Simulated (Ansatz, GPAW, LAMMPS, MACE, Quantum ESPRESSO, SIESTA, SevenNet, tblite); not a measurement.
# Glassy 39BaO-61TiO2 (mol %) (94 atoms) in other programs, against a plane-wave reference

How near do other programs and methods come to a plane-wave reference for glassy 39BaO-61TiO2 (mol %) (94 atoms)? A plane-wave run serves as the reference.

Method: Kohn-Sham DFT, PBE, PAW, plane waves, in Ansatz 0.2.0.

### 1. Starting point

The cell holds 94 atoms: 14 Ba, 22 Ti and 58 O. Cell: a = 11.321 Å, b = 11.321 Å, c = 11.321 Å, α = 90.0°, β = 90.0°, γ = 90.0°. 94 atoms (14 Ba, 22 Ti, 58 O) placed at random at 4.7 g/cm³, melted at 4000 K for 10 ps at fixed volume with the Morse and Coulomb pair potential with partial charges (Pedone, Malavasi, Menziani, Cormack and Segre, J. Phys. Chem. B 110, 11780 (2006)). Quenched from 4000 K to 300 K at 50 K/ps and fixed volume, held 10 ps at zero pressure, then minimised at fixed cell.

### 2. The reference run

The PAW files are the set soft_2.

input.yaml

```yaml
crystal:
  lattice:
    - [11.3214, 0.0, 0.0]
    - [0.0, 11.3214, 0.0]
    - [0.0, 0.0, 11.3214]
  atoms:
    - { symbol: Ba, position: [0.4548, 0.1694, 0.93968] }
    - { symbol: Ba, position: [0.27811, 0.40285, 0.35631] }
    - { symbol: Ba, position: [0.29567, 0.6872, 0.83529] }
    - { symbol: Ba, position: [0.80413, 0.69844, 0.22094] }
    [... 84 atom lines left out ...]
    - { symbol: O, position: [0.75343, 0.7962, 0.91817] }
    - { symbol: O, position: [0.90306, 0.69171, 0.459] }
    - { symbol: O, position: [0.65635, 0.01772, 0.93583] }
    - { symbol: O, position: [0.93836, 0.99263, 0.59188] }
    - { symbol: O, position: [0.36255, 0.4544, 0.87707] }
    - { symbol: O, position: [0.18984, 0.53209, 0.15755] }
kpoints:
  mp_grid: { grid: [1, 1, 1] }
hamiltonian:
  xc: pbe
scf:
  occupations: { method: fermi_dirac, width: 0.05 }
output:
  forces: true
  eigenvalues: true
  populations: true
  stress: true
```

On the command line:

```sh
ansatz run input.yaml --threads 4 --pin off --max-ram 8192MiB --backend cpu --events-out ev --progress --plain --runs-dir out
```

Output:

```text
[...]
Pseudopotentials: kind: paw
Pseudopotential: Ba, paw, valence charge 10, recommended cutoff 420 eV (normal), Ba.paw.azcp
Pseudopotential: Ti, paw, valence charge 12, recommended cutoff 420 eV (normal), Ti.paw.azcp
Pseudopotential: O, paw, valence charge 6, recommended cutoff 420 eV (normal), O.paw.azcp
[... 5 lines on functional and potentials left out ...]
Crystal: 94 atoms, lattice volume = 1451.110 Å³
Basis set: ecut = 420 eV, 28353 PW (Γ), exchange–correlation on 160×160×160 points (8 copies of the dense FFT grid, shifted against one another)
Bands: 470, of which v1, the nominal top of the filled ones, is band 376 counted from 1 (375 counted from 0)
Symmetry: 1 space group operations
Space group: P1 (ITA 1), of the structure as read, at distance tolerance 1.1e-4 Å
k-points: 1
[... 7 lines on functional and potentials left out ...]
Initial density: superposition of atomic densities (neutral atoms: chi_scale 0, normalization atom), corrected by the library's trained network
Initial wavefunctions: pseudopotential atomic-orbital guess
[...]
SCF iter   1: F=—  HF=-171329.774119 eV  |F-HF|=—  |Δ(HF+E_count)|=         —  Δρ=3.58e-3  dr2=1.62e-1  ethr=1.77e-3  ⟨swp⟩=7.0  Hψ=2142  notcnv=0  defer=6
preconditioner: auto → Resta (q_TF=auto, 2.445 Å⁻¹)  ε∞=5.4  [insulator: Δε(μ)=2.542 eV  Ē_g=10.823 eV  σ=0.050 eV  W_gap=1.00  n_scr=364 (ndim 8)  ℏωp=22.8 eV  f_vac=0.062  D(μ)=0.00/eV (n_scr^D=0)  ε∞_Penn≈5.4]
[...]
SCF iter  11: F=—  HF=-171329.770068 eV  |F-HF|=—  |Δ(HF+E_count)|=   1.60e-7  Δρ=2.62e-6  dr2=1.14e-7  ethr=6.14e-11  ⟨swp⟩=2.0  Hψ=761  notcnv=0  defer=81
SCF iter  12: F=-171329.770068 eV  HF=-171329.770068 eV  |F-HF|=4.71e-9  |Δ(HF+E_count)|=   3.09e-8  Δρ=1.13e-6  dr2=2.23e-8  ethr=1.33e-11  ⟨swp⟩=12.0  Hψ=2130  notcnv=0
SCF 1 converged in 12 iterations: F = -171329.770068 eV  dr2 = 2.23e-8
[...]
SCF converged after 12 iterations
Free energy (F): -171329.770068 eV
Harris-Foulkes:  -171329.770068 eV  (|F-HF|=4.71e-9)
Internal energy: -171329.770068 eV  (E = F + TS)
E sigma→0 (E₀):  -171329.770068 eV
Fermi energy:    8.563492 eV
--- Per-component energies (eV) ---
[...]
Σ components = -171329.770068   (vs F -171329.770068, Δ=0.00e0)
--- Forces (eV/Å), atoms counted from 1 ---
  atom   1  Ba    -0.89292090     0.03283319     0.23302029
  atom   2  Ba    -0.49191765     0.07386135    -0.03501342
  atom   3  Ba     0.53731280    -0.66963269    -0.24354992
  atom   4  Ba    -0.33706955    -0.05782569     0.29302236
[...]
atom  94  O      0.86413234     0.56379275     1.75525438
  max |Σ_I F_I| component: 2.48e-5 eV/Å
--- Stress (GPa, compression-positive) ---
        3.950581      -0.190896       1.218174
       -0.190896       2.495419      -0.081590
        1.218174      -0.081590       2.347146
  P = ⅓ Tr σ = 2.9310 GPa (29.310 kbar)
--- Band table (eV) ---
  k-point 0: bands = ["-49.5513", "-49.2851", "-49.2520", "-49.1802", [... 454 levels ...], "12.4313", "12.4620", "12.4774", "12.5018", "12.5359", "12.5752", "12.5884", "12.5992", "12.6537", "12.6664", "12.7030", "12.7164"]
--- Löwdin populations: 94 sites ---
  site symbol       q [e]
     0     Ba      8.2307
     1     Ba      8.2362
     2     Ba      8.2299
[...]
93      O      6.8386
  spilling = 0.007660 (of n_electrons = 752.000000)
```

It took 39 s on 4 threads of Arm Neoverse V1, shared host; peak memory 2.2 GiB.

Reading the cycles: dr2 is the Hartree energy of the density residual (eV), the measure of convergence; HF is the Harris–Foulkes estimate of the energy, which meets the free energy F at convergence.

Read from the output:

| Quantity | Value |
| --- | --- |
| free energy | -171329.7701 eV |
| free energy per atom | -1822.6571 eV/atom |
| SCF cycles | 12 |
| pressure | 2.931 GPa |
| r.m.s. force component | 0.7246 eV/Å |
| longest force | 2.6 eV/Å |
| Fermi energy | 8.563 eV |
| gap (highest filled to lowest empty level) | 2.473 eV |
| spilling of the projection | 0.00766 |

Neighbours are counted within 2.64 Å (O-Ti), 3.68 Å (O-Ba).

Length of the force by element and coordination:

| element | coordination | atoms | mean length of the force (eV/Å) | spread | least | most |
| --- | --- | --- | --- | --- | --- | --- |
| Ba | all | 14 | 0.861 | 0.490 | 0.171 | 1.84 |
| Ba | 8 | 4 | 0.797 | 0.641 | 0.171 | 1.84 |
| Ba | 9 | 3 | 0.630 | 0.291 | 0.234 | 0.923 |
| Ba | 10 | 5 | 1.08 | 0.419 | 0.450 | 1.55 |
| Ba | 11 | 2 | 0.791 | 0.293 | 0.499 | 1.08 |
| O | all | 58 | 1.18 | 0.546 | 0.198 | 2.32 |
| O | 3 | 14 | 1.16 | 0.580 | 0.361 | 2.32 |
| O | 4 | 25 | 1.22 | 0.571 | 0.198 | 2.06 |
| O | 5 | 19 | 1.14 | 0.478 | 0.621 | 2.26 |
| Ti | all | 22 | 1.16 | 0.559 | 0.338 | 2.6 |
| Ti | 4 | 7 | 0.968 | 0.385 | 0.338 | 1.49 |
| Ti | 5 | 12 | 1.22 | 0.605 | 0.584 | 2.6 |
| Ti | 6 | 3 | 1.36 | 0.589 | 0.862 | 2.19 |

Löwdin charges by element and coordination (they lack the spilled electrons, 0.061 e an atom on average):

| element | coordination | atoms | mean charge (e) | spread | least | most |
| --- | --- | --- | --- | --- | --- | --- |
| Ba | all | 14 | 1.77 | 0.0085 | 1.76 | 1.79 |
| Ba | 8 | 4 | 1.78 | 0.0067 | 1.77 | 1.78 |
| Ba | 9 | 3 | 1.78 | 0.0114 | 1.77 | 1.79 |
| Ba | 10 | 5 | 1.77 | 0.0066 | 1.77 | 1.78 |
| Ba | 11 | 2 | 1.77 | 0.003 | 1.76 | 1.77 |
| O | all | 58 | -0.797 | 0.0807 | -0.995 | -0.631 |
| O | 3 | 14 | -0.767 | 0.088 | -0.923 | -0.631 |
| O | 4 | 25 | -0.786 | 0.0641 | -0.905 | -0.680 |
| O | 5 | 19 | -0.835 | 0.0807 | -0.995 | -0.674 |
| Ti | all | 22 | 1.23 | 0.0449 | 1.15 | 1.30 |
| Ti | 4 | 7 | 1.18 | 0.0226 | 1.15 | 1.22 |
| Ti | 5 | 12 | 1.26 | 0.0283 | 1.21 | 1.30 |
| Ti | 6 | 3 | 1.27 | 0.0236 | 1.24 | 1.30 |

The levels nearest the highest filled one (over half full), pooled over k-points and spins:

| level less the highest filled one (eV) | occupation |
| --- | --- |
| -0.285 | 2 |
| -0.261 | 2 |
| -0.231 | 2 |
| -0.189 | 2 |
| -0.0356 | 2 |
| 0 | 2 |
| 2.47 | 0 |
| 2.56 | 0 |
| 2.63 | 0 |
| 2.67 | 0 |
| 2.68 | 0 |
| 2.81 | 0 |

### 3. Local order

Density 4.47 g/cm³, 15.44 Å³ an atom.

g(r), total and by pair (bins of 0.2 Å):

| r (Å) | total | O-O | O-Ti | O-Ba | Ti-Ti | Ti-Ba | Ba-Ba |
| --- | --- | --- | --- | --- | --- | --- | --- |
| 1.70 | 1.00 | 0.00 | 3.47 | 0.00 | 0.00 | 0.00 | 0.00 |
| 1.90 | 2.59 | 0.00 | 8.95 | 0.00 | 0.00 | 0.00 | 0.00 |
| 2.10 | 0.18 | 0.00 | 0.63 | 0.00 | 0.00 | 0.00 | 0.00 |
| 2.30 | 0.10 | 0.00 | 0.35 | 0.00 | 0.00 | 0.00 | 0.00 |
| 2.50 | 0.22 | 0.48 | 0.00 | 0.22 | 0.00 | 0.00 | 0.00 |
| 2.70 | 1.93 | 3.15 | 0.19 | 3.68 | 0.00 | 0.00 | 0.00 |
| 2.90 | 1.53 | 2.76 | 0.10 | 2.37 | 0.27 | 0.00 | 0.00 |
| 3.10 | 0.89 | 0.98 | 0.19 | 2.23 | 0.52 | 0.19 | 0.58 |
| 3.30 | 0.77 | 0.98 | 0.17 | 0.92 | 1.07 | 1.53 | 0.55 |
| 3.50 | 1.08 | 1.01 | 0.66 | 0.76 | 3.89 | 1.96 | 0.46 |
| 3.70 | 1.14 | 0.70 | 1.12 | 0.57 | 2.13 | 4.36 | 1.30 |
| 3.90 | 0.97 | 0.70 | 0.80 | 0.85 | 1.41 | 2.35 | 3.48 |
| 4.10 | 0.92 | 0.59 | 1.39 | 0.68 | 0.71 | 1.68 | 0.36 |
| 4.30 | 0.94 | 0.76 | 1.40 | 0.69 | 0.26 | 1.32 | 0.63 |
| 4.50 | 1.09 | 0.88 | 1.65 | 0.83 | 0.35 | 1.38 | 0.59 |
| 4.70 | 0.89 | 0.64 | 1.29 | 0.99 | 0.21 | 0.78 | 1.35 |
| 4.90 | 0.97 | 0.84 | 1.06 | 1.30 | 1.08 | 0.55 | 0.49 |
| 5.10 | 1.02 | 1.11 | 0.87 | 1.47 | 0.46 | 0.29 | 1.57 |
| 5.30 | 1.15 | 1.54 | 0.72 | 1.27 | 0.93 | 0.80 | 0.42 |
| 5.50 | 1.04 | 1.43 | 0.69 | 1.13 | 0.87 | 0.31 | 0.98 |

Bonds by pair of elements; cutoffs follow the first minimum of g(r), held within bounds set by covalent radii, and pairs that aren't listed don't count as bonded:

| pair A-B | cutoff (Å) | bonds | mean length (Å) | spread (Å) | shortest (Å) | B about A | A about B |
| --- | --- | --- | --- | --- | --- | --- | --- |
| O-Ti | 2.64 | 106 | 1.90 | 0.131 | 1.74 | 1.83 | 4.82 |
| O-Ba | 3.68 | 131 | 3.02 | 0.293 | 2.55 | 2.26 | 9.36 |

How many atoms have how many bonded neighbours:

| element | mean | 3 | 4 | 5 | 6 | 8 | 9 | 10 | 11 |
| --- | --- | --- | --- | --- | --- | --- | --- | --- | --- |
| Ba | 9.36 | 0 | 0 | 0 | 0 | 4 | 3 | 5 | 2 |
| O | 4.09 | 14 | 25 | 19 | 0 | 0 | 0 | 0 | 0 |
| Ti | 4.82 | 0 | 7 | 12 | 3 | 0 | 0 | 0 | 0 |

Rings of the network by King's shortest-path rule, up to 12 atoms, one path for each pair of neighbours; H, halogens, alkali and alkaline-earth atoms are left out, and the last column divides by all other atoms, bonded or not:

| ring size (atoms) | rings | per network atom |
| --- | --- | --- |
| 4 | 4 | 0.05 |
| 6 | 5 | 0.062 |
| 8 | 17 | 0.212 |
| 10 | 16 | 0.2 |
| 12 | 13 | 0.162 |

### 4. What was run beside it

The programs:
- GPAW 26.7.0: PAW with atomic orbitals (LCAO), plane waves or a real-space grid of spacing h.
- MACE: machine-learned potential, published weights.
- Quantum ESPRESSO 7.5: plane waves; labels (QE) give functional, pseudopotential set and cutoffs of waves/density.
- SIESTA 5.4.2: numerical atomic orbitals, whose automatically made sets are far from complete, with PseudoDojo norm-conserving potentials that we converted to its format (checked against plane waves on the same files for H, C, O, Si, Ge and Ca alone); labels give functional, basis size, energy shift and mesh cutoff.
- SevenNet: machine-learned potential, published weights.

All use the same cell and atoms; the electronic-structure runs use the same k-mesh, and an electronic temperature of 580 K (0.05 eV) where levels are smeared.

Differences are against the plane-wave reference, forces as r.m.s. over components; share is that over the reference's r.m.s. force, slope the least-squares factor from reference forces to these. Total energies of different programs have different zeros and aren't compared.

| run | Δ force, r.m.s. (meV/Å) | share (%) | slope | Δ pressure (GPa) | Δ gap (eV) | cores | CPU time | memory (GiB) |
| --- | --- | --- | --- | --- | --- | --- | --- | --- |
| reference | - | - | - | - | - | 4 | 2.4 min | 2.2 |
| GPAW PBE, LCAO dzp, h 0.18 Å | 158 | 21.8 | 1.148 | - | -0.111 | 1 | 20 min | 2.9 |
| GPAW PBE, LCAO dzp, h 0.18 Å, other mixer settings | 159 | 21.9 | 1.149 | - | -0.111 | 2 | 25 min | 3.3 |
| GPAW PBE, LCAO dzp, h 0.22 Å (coarse) | 220 | 30.3 | 1.177 | - | -0.111 | 1 | 11 min | 1.7 |
| MACE MP-0b2 small potential | 116 | 16.0 | 0.977 | 1.20 | - | 1 | 7.2 s | 0.66 |
| MACE MP-0b3 medium potential | 96.0 | 13.2 | 1.005 | 1.07 | - | 1 | 9.3 s | 1.0 |
| QE PBE, sssp-1.3.0-efficiency, 60/480 Ry | 19.7 | 2.71 | 0.986 | -0.0577 | -0.0091 | 4 | 43 min | 4.7 |
| SIESTA PBE, DZ, shift 0.01 Ry, mesh 500 Ry (coarse) | 270 | 37.3 | 1.220 | -4.37 | -0.309 | 2 | 3.7 min | 1.7 |
| SIESTA PBE, DZP, shift 0.01 Ry, mesh 500 Ry | 203 | 28.1 | 1.107 | 0.757 | -0.264 | 4 | 8.3 min | 2.9 |
| SIESTA PBE, SZ, shift 0.02 Ry, mesh 500 Ry (coarse) | 578 | 79.7 | 0.755 | -14.5 | -1.03 | 1 | 2.4 min | 1 |
| SevenNet l3i5 potential | 81.6 | 11.3 | 1.012 | 1.03 | - | 1 | 11 s | 1.4 |

Rows marked coarse were listed beforehand as settings not expected to be converged; some can still land near the reference.

Times of the machine-learned potentials are mostly Python's start and the loading of weights.

CPU time is summed over cores on a shared host, where runs went side by side, so it is rough. Symmetry, cutoffs, thresholds, outputs and thread counts weren't matched or tuned between programs; memory under MPI is the largest rank's times the ranks.

Runs without a result: tblite GFN1-xTB (ended with an error: overlap matrix not positive definite); GPAW PBE, LCAO sz(dzp), h 0.18 Å (cut off at its time limit of 5.5 min).

Within one program, basis, potentials and functional, energies share a zero. Each run against its twin at the usual cutoff or grid and solver:

| run | twin | Δ energy (meV/atom) | Δ force, r.m.s. (meV/Å) | CPU time over the twin's |
| --- | --- | --- | --- | --- |
| GPAW PBE, LCAO dzp, h 0.18 Å, other mixer settings | LCAO dzp, h 0.18 Å | 0 | 1.86 | 1.3 (this twin ran on 1 cores) |
| GPAW PBE, LCAO dzp, h 0.22 Å | LCAO dzp, h 0.18 Å | 156 | 126 | 0.59 |

### 5. Summary of results

| Item | Value |
| --- | --- |
| reference r.m.s. force component | 0.725 eV/Å |
| nearest in forces | QE PBE, sssp-1.3.0-efficiency, 60/480 Ry, 2.7 % |
| farthest in forces | SIESTA PBE, SZ, shift 0.02 Ry, mesh 500 Ry (coarse), 80 % |
| cheapest electronic-structure run beside the reference | SIESTA PBE, SZ, shift 0.02 Ry, mesh 500 Ry, 2.4 min of CPU time |

**Reading.** PBE on plane waves or a grid with other potentials, cutoffs or grids, coarse settings apart, differs from the reference by 2.7 % (QE PBE, sssp-1.3.0-efficiency, 60/480 Ry) of the r.m.s. force; this holds the reference's own error, so differences of a few per cent don't tell which side is nearer the exact PBE result (QE's 60 Ry are 816 eV, against the reference's 420 eV). The PBE runs in local orbitals, coarse settings apart, differ by 22 % (GPAW PBE, LCAO dzp, h 0.18 Å) to 28 % (SIESTA PBE, DZP, shift 0.01 Ry, mesh 500 Ry); basis, grid and potentials can all enter. Machine-learned potentials differ by 11 % (SevenNet l3i5 potential) to 16 % (MACE MP-0b2 small potential); they were trained on other programs' data. Runs with settings chosen to be coarse differ by 30 % (GPAW PBE, LCAO dzp, h 0.22 Å) to 80 % (SIESTA PBE, SZ, shift 0.02 Ry, mesh 500 Ry), their programs' other errors included. None of the electronic-structure runs in the table takes under half the reference's CPU time of 2.4 min; they take 0.97 to 17 times as much. SIESTA PBE, DZ, shift 0.01 Ry, mesh 500 Ry stiffens the forces by a factor of 1.22 while following their directions (correlation 0.971). At the same functional, gaps differ from the reference's 2.47 eV by between -1.03 and -0.01 eV. In pressure, SIESTA PBE, SZ, shift 0.02 Ry, mesh 500 Ry misses by -14.5 GPa, at the same functional. In the reference: filled and empty levels are parted by 2.47 eV (at Γ alone); a semilocal functional tends to put such gaps too low. In a disordered cell it changes from sample to sample, and tail or defect levels can set it. In the reference: mean Löwdin charges: Ba +1.77, O -0.80, Ti +1.23 e (they miss 0.77 % of the electrons, so they add up to more than the cell's charge). Machine-learned potentials mimic data converged in k, so the reference's own k-point error enters their differences. The quench rate of 50 K/ps is many orders above laboratory rates, so the cell is likely richer in defects and strain than a real sample. The network of bonds at the start is that of the classical potential that made the cell, and needn't be the one that DFT or experiment would give. The reference's pressure of 2.9 GPa belongs to a cell and atoms that aren't relaxed at this level. The electronic-structure runs sample only Γ, in a cell whose shortest periodic width is 11 Å. Spin–orbit coupling is left out, which matters for the levels of the heavy elements.

[Also dropped from logs without a mark: logging warnings of Python, and SIESTA's first energy breakdown and zero terms.]

[Logs are printed without paths, hosts, clocks, repeated set-up lines and the standing remarks that a program may print on its own settings, such as how far it seeks lower states.]

[Hosts, paths, dates, database ids (printed as entryN), source tags and the programs' standing remarks are cut or masked in the printed files.]
